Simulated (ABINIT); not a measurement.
# A GW chain in ABINIT: ZnS2 (Pa-3)

Wanted: ground state, empty states, screening and self-energy for ZnS2 (Pa-3).

Program: ABINIT 10.8.3. Level of theory: LDA and many-body steps on it, plane waves. Results are calculated unless marked as measured.

### Step 1. Set-up

The structure is cubic, space group Pa-3 (No. 205). The conventional cell has a = 5.945 Å, b = 5.945 Å, c = 5.945 Å, α = 90.00°, β = 90.00°, γ = 90.00°. Nearest to Zn lie 6 S at 2.52 Å. Nearest to S lie 1 S at 2.06 Å and 3 Zn at 2.52 Å. Farther neighbours and most contacts between anions are not listed.

The cell and positions are those that the Materials Project relaxed with its own functionals (PBE, PBE+U or r2SCAN), kept fixed.

### Step 2. Ground state

This step: ABINIT 10.8.3; DFT, LDA, plane waves, norm-conserving pseudopotentials.

The ground-state density comes first.

File run.abi:

```
acell 3*1.0 Angstrom
rprim 
  5.945430460000 0.000000000000 0.000000000000
  0.000000000000 5.945430460000 0.000000000000
  0.000000000000 0.000000000000 5.945430460000
ntypat 2
znucl 30 16
natom 12
typat 1 1 1 1 2 2 2 2 2 2 2 2
xred 
  0.500000000000 0.500000000000 0.000000000000
  0.500000000000 0.000000000000 0.500000000000
  0.000000000000 0.500000000000 0.500000000000
  0.000000000000 0.000000000000 0.000000000000
  0.100246390000 0.899753610000 0.399753610000
  0.899753610000 0.399753610000 0.100246390000
  0.399753610000 0.100246390000 0.899753610000
  0.600246390000 0.600246390000 0.600246390000
  0.899753610000 0.100246390000 0.600246390000
  0.100246390000 0.600246390000 0.899753610000
  0.600246390000 0.899753610000 0.100246390000
  0.399753610000 0.399753610000 0.399753610000
pp_dirpath "pseudos"
pseudos "Zn.upf, S.upf"
ecut 30
ngkpt 4 4 4
nshiftk 1
shiftk 0 0 0
kptopt 1
chksymbreak 0
nband 74
occopt 1
tolvrs 1e-08
nstep 60
prtwf 0
optforces 0
optstress 0
indata_prefix "in"
outdata_prefix "out"
tmpdata_prefix "tmp"
```

Started as:

```console
OMP_NUM_THREADS=1 mpirun -n 4 abinit run.abi > log
```

Numbers of over 12 decimals in the logs are rounded to 6 here.

The log of the run:

```text
.Version 10.8.3 of ABINIT. v10.8.2 released Aug 2026.

 Symmetries : space group Pa -3 (#205); Bravais cP (primitive cubic)
================================================================================
 Values of the parameters that define the memory need of the present run
     intxc =       0    ionmov =       0      iscf =       7    lmnmax =       6
     lnmax =       6     mgfft =      60  mpssoang =       3    mqgrid =    3001
     natom =      12  nloc_mem =       1    nspden =       1   nspinor =       1
    nsppol =       1      nsym =      24    n1xccc =    2501    ntypat =       2
    occopt =       1   xclevel =       1
-    mband =          74        mffmem =           1         mkmem =           3
       mpw =       11176          nfft =      216000          nkpt =          11
================================================================================
  Rough estimation (10% accuracy) of disk space for files :
================================================================================

--------------------------------------------------------------------------------
------------- Echo of variables that govern the present computation ------------
--------------------------------------------------------------------------------
 -outvars: echo values of preprocessed input variables --------
            acell      1.8897261259E+00  1.8897261259E+00  1.8897261259E+00 Bohr

      chksymbreak           0
             ecut      3.00000000E+01 Hartree
-          fftalg         312

              ixc       -1012
              kpt      0.00000000E+00  0.00000000E+00  0.00000000E+00
                       2.50000000E-01  0.00000000E+00  0.00000000E+00
                       5.00000000E-01  0.00000000E+00  0.00000000E+00
                       2.50000000E-01  2.50000000E-01  0.00000000E+00
                       5.00000000E-01  2.50000000E-01  0.00000000E+00
                       2.50000000E-01  5.00000000E-01  0.00000000E+00
                       5.00000000E-01  5.00000000E-01  0.00000000E+00
                       2.50000000E-01  2.50000000E-01  2.50000000E-01
                       5.00000000E-01  2.50000000E-01  2.50000000E-01
                       5.00000000E-01  5.00000000E-01  2.50000000E-01
                       5.00000000E-01  5.00000000E-01  5.00000000E-01
         kptrlatt        4    0    0      0    4    0      0    0    4
          kptrlen      4.49409411E+01
P           mkmem           3
            natom          12
            nband          74
            ngfft          60      60      60
             nkpt          11
            nstep          60
             nsym          24
           ntypat           2
              occ      2.000000  2.000000  2.000000  2.000000  2.000000  2.000000
                       2.000000  2.000000  2.000000  2.000000  2.000000  2.000000
                       2.000000  2.000000  2.000000  2.000000  2.000000  2.000000
                       2.000000  2.000000  2.000000  2.000000  2.000000  2.000000
                       2.000000  2.000000  2.000000  2.000000  2.000000  2.000000
                       2.000000  2.000000  2.000000  2.000000  2.000000  2.000000
                       2.000000  2.000000  2.000000  2.000000  2.000000  2.000000
                       2.000000  2.000000  2.000000  2.000000  2.000000  2.000000
                       2.000000  2.000000  2.000000  2.000000  2.000000  2.000000
                       2.000000  2.000000  2.000000  2.000000  2.000000  2.000000
                       2.000000  2.000000  2.000000  2.000000  0.000000  0.000000
                       0.000000  0.000000  0.000000  0.000000  0.000000  0.000000
                       0.000000  0.000000
        optforces           0
        optstress           0
            prtwf           0
            rprim      5.9454304600E+00  0.0000000000E+00  0.0000000000E+00
[...]
spgroup         205

           tolvrs      1.00000000E-08

             xred      5.0000000000E-01  5.0000000000E-01  0.0000000000E+00
[...]
znucl       30.00000   16.00000

================================================================================

 chkinp: Checking input parameters for consistency.

================================================================================
== DATASET  1 ==================================================================
-   mpi_nproc: 4, omp_nthreads: 1 (-1 if OMP is not activated)

--- !DatasetInfo
iteration_state: {dtset: 1, }
dimensions: {natom: 12, nkpt: 11, mband: 74, nsppol: 1, nspinor: 1, nspden: 1, mpw: 11176, }
cutoff_energies: {ecut:  30.0, pawecutdg:  -1.0, }
electrons: {nelect:   1.28000000E+02, charge:   0.00000000E+00, occopt:   1.00000000E+00, tsmear:   1.00000000E-02, }

 Real(R)+Recip(G) space primitive vectors, cartesian coordinates (Bohr,Bohr^-1):
 R(1)= 11.2352353  0.0000000  0.0000000  G(1)=  0.0890057  0.0000000  0.0000000
 R(2)=  0.0000000 11.2352353  0.0000000  G(2)=  0.0000000  0.0890057  0.0000000
 R(3)=  0.0000000  0.0000000 11.2352353  G(3)=  0.0000000  0.0000000  0.0890057
 Unit cell volume ucvol=  1.4182295E+03 bohr^3
 Angles (23,13,12)=  9.00000000E+01  9.00000000E+01  9.00000000E+01 degrees

 getcut: wavevector=  0.0000  0.0000  0.0000  ngfft=  60  60  60
         ecut(hartree)=     30.000   => boxcut(ratio)=   2.16592

[...]
--- !BeginCycle
iteration_state: {dtset: 1, }
solver: {iscf: 7, nstep: 60, nline: 4, wfoptalg: 0, }
tolerances: {tolvrs: 1.00E-08, }

     iter   Etot(hartree)      deltaE(h)  residm     vres2
 ETOT  1  -897.06077851399    -8.971E+02 2.233E-01 5.456E+04
 ETOT  2  -899.44575833838    -2.385E+00 1.002E-01 1.088E+05
 ETOT  3  -920.63875674473    -2.119E+01 4.996E-02 1.507E+04
 ETOT  4  -922.93061247560    -2.292E+00 1.161E-01 5.985E+03
 ETOT  5  -923.63568284534    -7.051E-01 1.437E-02 2.652E+03
 ETOT  6  -923.92530997789    -2.896E-01 9.250E-03 1.306E+03
 ETOT  7  -924.15375988055    -2.284E-01 4.959E-03 2.370E+02
 ETOT  8  -924.20392968537    -5.017E-02 1.736E-03 9.734E+00
 ETOT  9  -924.20644337308    -2.514E-03 8.441E-04 7.178E-01
 ETOT 10  -924.20663811965    -1.947E-04 1.332E-03 1.089E-02
 ETOT 11  -924.20664469231    -6.573E-06 2.973E-04 2.325E-04
 ETOT 12  -924.20664474078    -4.847E-08 3.308E-04 5.612E-05
 ETOT 13  -924.20664476826    -2.748E-08 1.152E-04 4.726E-06
 ETOT 14  -924.20664476959    -1.330E-09 2.175E-04 5.853E-07
 ETOT 15  -924.20664476974    -1.548E-10 2.050E-04 4.099E-10

 At SCF step   15       vres2   =  4.10E-10 < tolvrs=  1.00E-08 =>converged.

--- !ResultsGS
iteration_state: {dtset: 1, }
comment   : Summary of ground state results
lattice_vectors:
- [ 11.2352353,   0.0000000,   0.0000000, ]
- [  0.0000000,  11.2352353,   0.0000000, ]
- [  0.0000000,   0.0000000,  11.2352353, ]
lattice_lengths: [  11.23524,   11.23524,   11.23524, ]
lattice_angles: [ 90.000,  90.000,  90.000, ] # degrees, (23, 13, 12)
lattice_volume:   1.4182295E+03
convergence: {deltae: -1.548E-10, res2:  4.099E-10, residm:  2.050E-04, diffor:  0.000E+00, }
etotal    :  -9.24206645E+02
entropy   :   0.00000000E+00
fermie    :   2.09772204E-01
cartesian_stress_tensor: null
pressure_GPa: null
xred      :
- [  5.0000E-01,   5.0000E-01,   0.0000E+00, Zn]
- [  5.0000E-01,   0.0000E+00,   5.0000E-01, Zn]
- [  0.0000E+00,   5.0000E-01,   5.0000E-01, Zn]
- [  0.0000E+00,   0.0000E+00,   0.0000E+00, Zn]
- [  1.0025E-01,   8.9975E-01,   3.9975E-01,  S]
- [  8.9975E-01,   3.9975E-01,   1.0025E-01,  S]
- [  3.9975E-01,   1.0025E-01,   8.9975E-01,  S]
- [  6.0025E-01,   6.0025E-01,   6.0025E-01,  S]
- [  8.9975E-01,   1.0025E-01,   6.0025E-01,  S]
- [  1.0025E-01,   6.0025E-01,   8.9975E-01,  S]
- [  6.0025E-01,   8.9975E-01,   1.0025E-01,  S]
- [  3.9975E-01,   3.9975E-01,   3.9975E-01,  S]
cartesian_forces: null
force_length_stats: {min: null, max: null, mean: null, }

 Integrated electronic density in atomic spheres:
 ------------------------------------------------
 Atom  Sphere_radius  Integrated_density
[...]
================================================================================

 ----iterations are completed or convergence reached----

 Mean square residual over all n,k,spin=   34.232E-08; max=  20.504E-05
 reduced coordinates (array xred) for   12 atoms
[...]
0.600246390000      0.600246390000      0.600246390000
       0.899753610000      0.100246390000      0.600246390000
       0.100246390000      0.600246390000      0.899753610000
       0.600246390000      0.899753610000      0.100246390000
       0.399753610000      0.399753610000      0.399753610000
 rms dE/dt=  0.0000E+00; max dE/dt=  0.0000E+00; dE/dt below (all hartree)
    1       0.000000000000      0.000000000000      0.000000000000
    2       0.000000000000      0.000000000000      0.000000000000
    3       0.000000000000      0.000000000000      0.000000000000
    4       0.000000000000      0.000000000000      0.000000000000
    5       0.000000000000      0.000000000000      0.000000000000
    6       0.000000000000      0.000000000000      0.000000000000
    7       0.000000000000      0.000000000000      0.000000000000
    8       0.000000000000      0.000000000000      0.000000000000
    9       0.000000000000      0.000000000000      0.000000000000
   10       0.000000000000      0.000000000000      0.000000000000
[...]
cartesian coordinates (angstrom) at end:
[...]
8      3.568723     3.568723     3.568723
    9      5.349423     0.596008     3.568723
   10      0.596008     3.568723     5.349423
   11      3.568723     5.349423     0.596008
   12      2.376707     2.376707     2.376707
 length scales=  1.889726125908  1.889726125908  1.889726125908 bohr
              =  1.000000000000  1.000000000000  1.000000000000 angstroms
 prteigrs : about to open file out_EIG
 Fermi (or HOMO) energy (hartree) =   0.20977   Average Vxc (hartree)=  -0.40304
 Eigenvalues (hartree) for nkpt=  11  k points:
 kpt#   1, nband= 74, wtk=  0.01563, kpt=  0.0000  0.0000  0.0000 (reduced coord)
  -4.40101   -4.40101   -4.40101   -4.40101   -2.72690   -2.72690   -2.72689   -2.72689
  -2.72689   -2.72683   -2.72683   -2.72683   -2.72672   -2.72665   -2.72665   -2.72665
  -0.38545   -0.34716   -0.34716   -0.34716   -0.21733   -0.21733   -0.21733   -0.19310
  -0.06547   -0.06547   -0.06547   -0.05568   -0.05568   -0.05568   -0.05541   -0.05541
  -0.04635   -0.04635   -0.04635   -0.04375   -0.04375   -0.04343   -0.04329   -0.04329
  -0.04329   -0.04232   -0.04232   -0.04232   -0.01657    0.00015    0.00015    0.00015
   0.00299    0.00299    0.00299    0.02699    0.02699    0.05281    0.05281    0.05281
   0.07824    0.07824    0.07824    0.18320    0.18320    0.18320    0.20977    0.20977
   0.27003    0.28781    0.31174    0.31174    0.31174    0.37967    0.37967    0.37975
   0.39422    0.39422
 prteigrs : prtvol=0 or 1, do not print more k-points.

--- !EnergyTerms
iteration_state     : {dtset: 1, }
comment             : Components of total free energy in Hartree
kinetic             :  3.99623452448005E+02
hartree             :  3.73601065649320E+02
xc                  : -1.13914084269755E+02
Ewald energy        : -4.73038603055052E+02
psp_core            :  1.58929907549223E+01
local_psp           : -9.46248778561440E+02
non_local_psp       : -1.80122687735741E+02
total_energy        : -9.24206644769740E+02
total_energy_eV     : -2.51489439819316E+04
band_energy         : -1.04313096433297E+02

== END DATASET(S) ==============================================================
================================================================================

 -outvars: echo values of variables after computation  --------
           etotal     -9.2420664477E+02
            nband          74
             nkpt          11
          spgroup         205
 [... the other variables as echoed above ...]

 Calculation completed.
```

Elapsed: 3.2 min, on 4 MPI ranks of Intel Xeon Platinum 8488C (Sapphire Rapids), shared host; peak memory 0.62 GiB; 13 min of CPU time.

Numbers from this step:

| Property | Result |
| --- | --- |
| total energy | -25148.9440 eV |
| gap | 1.260 eV |
| k of the valence top | 0, 0, 0 |
| k of the conduction bottom | 0.25, 0.25, 0.25 |
| least direct gap | 1.640 eV |

The gap is indirect, with the least direct gap 0.38 eV higher.

(Continued in part 2 of 3.)

[Paths, hosts, dates, memory and timing lines, banners, echoed tables and standing remarks are left out of the program output.]

[Logs are printed without paths, hosts, clocks, repeated set-up lines and the standing remarks that a program may print on its own settings, such as how far it seeks lower states.]

[Runs of the session that timed out or met a known fault of the program may be left out.]

[Hosts, paths, dates, database ids (printed as entryN), source tags and the programs' standing remarks are cut or masked in the printed files.]

[G0W0 gaps are taken among the corrected bands and points alone; a level outside them can change the order at an edge.]

[Where Ansatz stands beside ABINIT at settings called matched, ABINIT's density can come from a denser mesh and the files from another edition; pairs whose starting gaps differed by over 0.03 eV were left out, so agreement reads better than it is.]
